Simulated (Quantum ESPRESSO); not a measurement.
**Magnetic state of CoO from several starts**

Aim: find out which collinear order of CoO costs least.

Method: LDA with U = 3.5 eV on Co d (ortho-atomic projectors); plane waves with GBRV 1.5 LDA potentials, no spin-orbit coupling, in Quantum ESPRESSO 7.5.

Report form: the programs' logs are mostly left out.

## Step 1: Set-up

The structure is cubic, space group Fm-3m (No. 225). The conventional cell has a = 4.263 Å, b = 4.263 Å, c = 4.263 Å, α = 90.00°, β = 90.00°, γ = 90.00°. Co has 6 O at 2.13 Å nearest. O has 6 Co at 2.13 Å nearest. Farther neighbours and most contacts between anions are not listed.

The cell comes from the Crystallography Open Database.

## Step 2: Run 1 (ferro +)

The signs are those of the starting moments on the seeded atoms, the atoms that are given a moment.

pw.in reads:

```
&CONTROL
  calculation = 'scf'
  prefix = 'pwscf'
  outdir = './tmp'
  pseudo_dir = './pseudo'
  disk_io = 'nowf'
/
&SYSTEM
  ibrav = 0
  nat = 2
  ntyp = 2
  ecutwfc = 40
  ecutrho = 280
  nbnd = 20
  occupations = 'smearing'
  smearing = 'fd'
  degauss = 0.00367493
  nspin = 2
  starting_magnetization(1) = 0.1765
  starting_magnetization(2) = 0
/
&ELECTRONS
  conv_thr = 4d-09
  electron_maxstep = 150
  mixing_beta = 0.3
/
ATOMIC_SPECIES
Co     58.9332 co_lda_v1.2.uspp.F.UPF
O      15.9990 o_lda_v1.2.uspp.F.UPF
CELL_PARAMETERS angstrom
   0.0000000000    2.1315000000    2.1315000000
   2.1315000000    0.0000000000    2.1315000000
   2.1315000000    2.1315000000    0.0000000000
ATOMIC_POSITIONS crystal
Co      0.0000000000    0.0000000000    0.0000000000
O       0.5000000000    0.5000000000    0.5000000000
K_POINTS automatic
8 8 8 0 0 0
HUBBARD {ortho-atomic}
U Co-3d 3.5000
```

Launch:

```console
$ OMP_NUM_THREADS=1 mpirun -n 4 pw.x -nk 4 -in pw.in > pw.out
```

The job ended after 4.1 s (4 MPI ranks of Arm Neoverse V2, shared host; peak memory 0.25 GiB).

Spin moment in the atom's sphere by atom:

```tsv
atom	spin moment in the atom's sphere (μB)
Co1	2.58
O2	0.30
```

Numbers from this step:

```yaml
smearing_term_ts: 0.03437 eV
magnetization: 2.989 μB
absolute_magnetization: 3.009 μB
final_state: ferromagnetic
```

## Step 3: Run 2, typed as antiferro q=(0,0,1/2) +−

This order needs a doubled cell of 4 atoms. The wavevector q is in fractions of the reciprocal vectors of the crystal's primitive cell, as the cells of these inputs are built from it; moments change sign between cells as cos(2π q·R).

pw.in reads:

```
&CONTROL
  calculation = 'scf'
  prefix = 'pwscf'
  outdir = './tmp'
  pseudo_dir = './pseudo'
  disk_io = 'nowf'
/
&SYSTEM
  ibrav = 0
  nat = 4
  ntyp = 3
  ecutwfc = 40
  ecutrho = 280
  nbnd = 32
  occupations = 'smearing'
  smearing = 'fd'
  degauss = 0.00367493
  nspin = 2
  starting_magnetization(1) = 0.1765
  starting_magnetization(2) = -0.1765
  starting_magnetization(3) = 0
/
&ELECTRONS
  conv_thr = 8d-09
  electron_maxstep = 150
  mixing_beta = 0.3
/
ATOMIC_SPECIES
Co1    58.9332 co_lda_v1.2.uspp.F.UPF
Co2    58.9332 co_lda_v1.2.uspp.F.UPF
O      15.9990 o_lda_v1.2.uspp.F.UPF
CELL_PARAMETERS angstrom
   0.0000000000    2.1315000000    2.1315000000
   2.1315000000    0.0000000000    2.1315000000
   4.2630000000    4.2630000000    0.0000000000
ATOMIC_POSITIONS crystal
Co1     0.0000000000    0.0000000000    0.0000000000
Co2     0.0000000000    0.0000000000    0.5000000000
O       0.5000000000    0.5000000000    0.2500000000
O       0.5000000000    0.5000000000    0.7500000000
K_POINTS automatic
8 8 4 0 0 0
HUBBARD {ortho-atomic}
U Co1-3d 3.5000
U Co2-3d 3.5000
```

The job ended after 19 s (4 MPI ranks; peak memory 0.36 GiB; 76 s of CPU time).

Spin moment in the atom's sphere by atom:

```tsv
atom	spin moment in the atom's sphere (μB)
Co1	2.52
Co2	-2.52
O3	0.00
O4	0.00
```

This step gave:

| Property | Result |
| --- | --- |
| smearing term TS | 0.06420 eV |
| magnetization | 0 μB |
| absolute magnetization | 5.357 μB |
| final state | antiferromagnetic |

## Step 4: Start 3: antiferro q=(0,1/2,1/2) +−

This order needs a doubled cell of 4 atoms.

Changes to pw.in since step 3:

```diff
@@ -33,11 +33,11 @@
    0.0000000000    2.1315000000    2.1315000000
-   2.1315000000    0.0000000000    2.1315000000
-   4.2630000000    4.2630000000    0.0000000000
+   4.2630000000    0.0000000000    4.2630000000
+   4.2630000000    2.1315000000    2.1315000000
 ATOMIC_POSITIONS crystal
 Co1     0.0000000000    0.0000000000    0.0000000000
-Co2     0.0000000000    0.0000000000    0.5000000000
-O       0.5000000000    0.5000000000    0.2500000000
-O       0.5000000000    0.5000000000    0.7500000000
+Co2     0.0000000000    0.5000000000    0.0000000000
+O       0.5000000000    0.0000000000    0.5000000000
+O       0.5000000000    0.5000000000    0.5000000000
 K_POINTS automatic
-8 8 4 0 0 0
+8 4 8 0 0 0
 HUBBARD {ortho-atomic}
```

Wall time 41 s (4 MPI ranks); peak memory 0.38 GiB; 2.7 min of CPU time.

Spin moment in the atom's sphere by atom:

```tsv
atom	spin moment in the atom's sphere (μB)
Co1	2.37
Co2	-2.37
O3	-0.05
O4	0.05
```

Read from the output:

| Quantity | Value |
| --- | --- |
| smearing term TS | 0.08267 eV |
| magnetization | 0 μB |
| absolute magnetization | 5.087 μB |
| final state | antiferromagnetic |

## Step 5: The states side by side

An order is kept where moments of 0.15 μB or more survive with the typed signs; meshes match where a doubled cell samples the same k points as the first cell.

Orders:

```tsv
start	final state	typed order kept	energy over the lowest (meV a seeded atom)	largest site moment (μB)	net moment (μB a cell of the first run)	mesh matched	CPU time (s)
ferro +	ferromagnetic	yes	52.97	2.585	2.989	yes	15.89
antiferro q=(0,0,1/2) +-	antiferromagnetic	yes	0	2.517	0	yes	75.61
antiferro q=(0,1/2,1/2) +-	antiferromagnetic	yes	109.2	2.374	0	yes	162.8
```

## Step 6: Occupations of the corrected shells in the lowest state

Occupations of the Hubbard shells:

```tsv
block	type	shell	spin	electrons	occupation numbers
1	Co1	3d	up	4.957	0.988 0.988 0.994 0.994 0.994
1	Co1	3d	down	2.371	0.160 0.160 0.668 0.668 0.713
2	Co2	3d	up	2.37	0.160 0.160 0.668 0.668 0.713
2	Co2	3d	down	4.957	0.988 0.988 0.994 0.994 0.994
```

## Step 7: What came out

| Item | Value |
| --- | --- |
| lowest state found | antiferromagnetic (from antiferro q=(0,0,1/2) +-) |
| largest site moment | 2.52 μB |
| next state with moments | ferromagnetic, 53.0 meV a seeded atom higher |

Only these 3 starts were compared; other wavevectors, canted and longer-period orders were not. The smearing term is large for its width, so states at the Fermi level are partly filled: at this level the cell is a metal or has a gap of a few widths at most. Degenerate orbitals of a corrected shell are partly filled. Whether a state of lower symmetry lies under this one was not tested; under a U it often does.

[Logs and program files are shortened in this print: banners, set-up blocks, solver, clock and traceback lines can be left out without a mark of their own.]

[Logs are printed without paths, hosts, clocks, repeated set-up lines and the standing remarks that a program may print on its own settings, such as how far it seeks lower states.]

[Hosts, paths, dates, database ids (printed as entryN), source tags and the programs' standing remarks are cut or masked in the printed files.]

[Where a cell is said to come from a database of computed structures, the database is the Materials Project.]
